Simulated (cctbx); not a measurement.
# Reading a Patterson map

Space group C2/c (no. 15), a = 7.3410 Å, b = 11.0740 Å, c = 5.4310 Å, α = 90.00°, β = 124.07°, γ = 90.00°, content Bi4 Eu4 F16.

The data are simulated with cctbx, not measured: Ag Kα, λ = 0.56087 Å, to d = 0.77 Å, 95 % of the full sphere, strongest reflection 70000 counts, noise from counting, a 4 % proportional error and a noise floor of 2 counts (s.d.); no absorption.

Patterson synthesis from sharpened amplitudes, origin scaled to 1000:

```text
Patterson group C 1 2/m 1
      u       v       w   height  length (A)
  0.000   0.000   0.000   1000.0     0.00
  0.000   0.000   0.500    686.2     2.72
  0.000   0.367   0.500    455.9     4.89
  0.000   0.371   0.000    445.1     4.11
  0.000   0.264   0.500    153.9     3.99
  0.063   0.052   0.205     57.2     1.10
  0.062   0.047   0.706     56.9     1.96
  0.074   0.314   0.198     55.3     3.59
  0.075   0.317   0.701     51.5     4.03
  0.075   0.050   0.900     50.9     1.11
  0.079   0.046   0.400     44.0     1.98
  0.101   0.000   0.903     42.0     1.12
  0.080   0.318   0.910     39.6     3.64
  0.099   0.319   0.437     39.2     4.09
```

Q: Assign the vectors.

A peak at u stands for all pairs with xi − xj = u, with weight Σ ZiZj against Σ Z² = 44728 at the origin. Peak heights follow these weights only roughly, since form factors, motion and series ripples differ, all vectors within 0.55 Å of a peak are counted as merged into it though the farther ones add only part of their weight, and F(000) is left out, which lowers the whole map:

| u | v | w | shortest length (Å) | height | 1000 ΣZiZj/ΣZ² | pairs in the cell |
| --- | --- | --- | --- | --- | --- | --- |
| 0.000 | 0.000 | 0.500 | 2.72 | 686 | 616 | 4 × Bi–Bi |
| 0.000 | 0.367 | 0.500 | 3.44 | 456 | 475 | 4 × Bi–Eu, 4 × F–F |
| 0.000 | 0.371 | 0.000 | 3.94 | 445 | 468 | 4 × Bi–Eu |
| 0.000 | 0.264 | 0.500 | 3.99 | 154 | 177 | 2 × Eu–Eu |
| 0.063 | 0.052 | 0.205 | 1.10 | 57 | 0 | none within 0.55 Å |
| 0.062 | 0.047 | 0.706 | 1.96 | 57 | 0 | none within 0.55 Å |
| 0.074 | 0.314 | 0.198 | 3.59 | 55 | 0 | none within 0.55 Å |
| 0.075 | 0.317 | 0.701 | 3.29 | 52 | 0 | none within 0.55 Å |
| 0.075 | 0.050 | 0.900 | 1.11 | 51 | 0 | none within 0.55 Å |

The table stops at ten peaks or at a height of 45, below which ripples compete. In the model behind the data Bi, the heaviest element, has 1 independent site: (1/2, 0.9979, 3/4), up to an allowed shift of origin; the Bi–Bi vectors are differences of these positions and their symmetry mates. The whole model:

| atom | mult. | x | y | z | Ueq (Å²) |
| --- | --- | --- | --- | --- | --- |
| Bi1 | 4 | 1/2 | 0.9979 | 3/4 | 0.0100 |
| Eu1 | 4 | 1/2 | 0.6305 | 1/4 | 0.0139 |
| F1 | 8 | 0.1188 | 0.6798 | 0.0947 | 0.0270 |
| F2 | 8 | 0.6984 | 0.5607 | 0.7698 | 0.0231 |

The model was made for the exercise: a known structure type with other elements put in, its volume estimated, not relaxed; displacement parameters are assumed.

[Logs are printed without paths, hosts, clocks, repeated set-up lines and the standing remarks that a program may print on its own settings, such as how far it seeks lower states.]
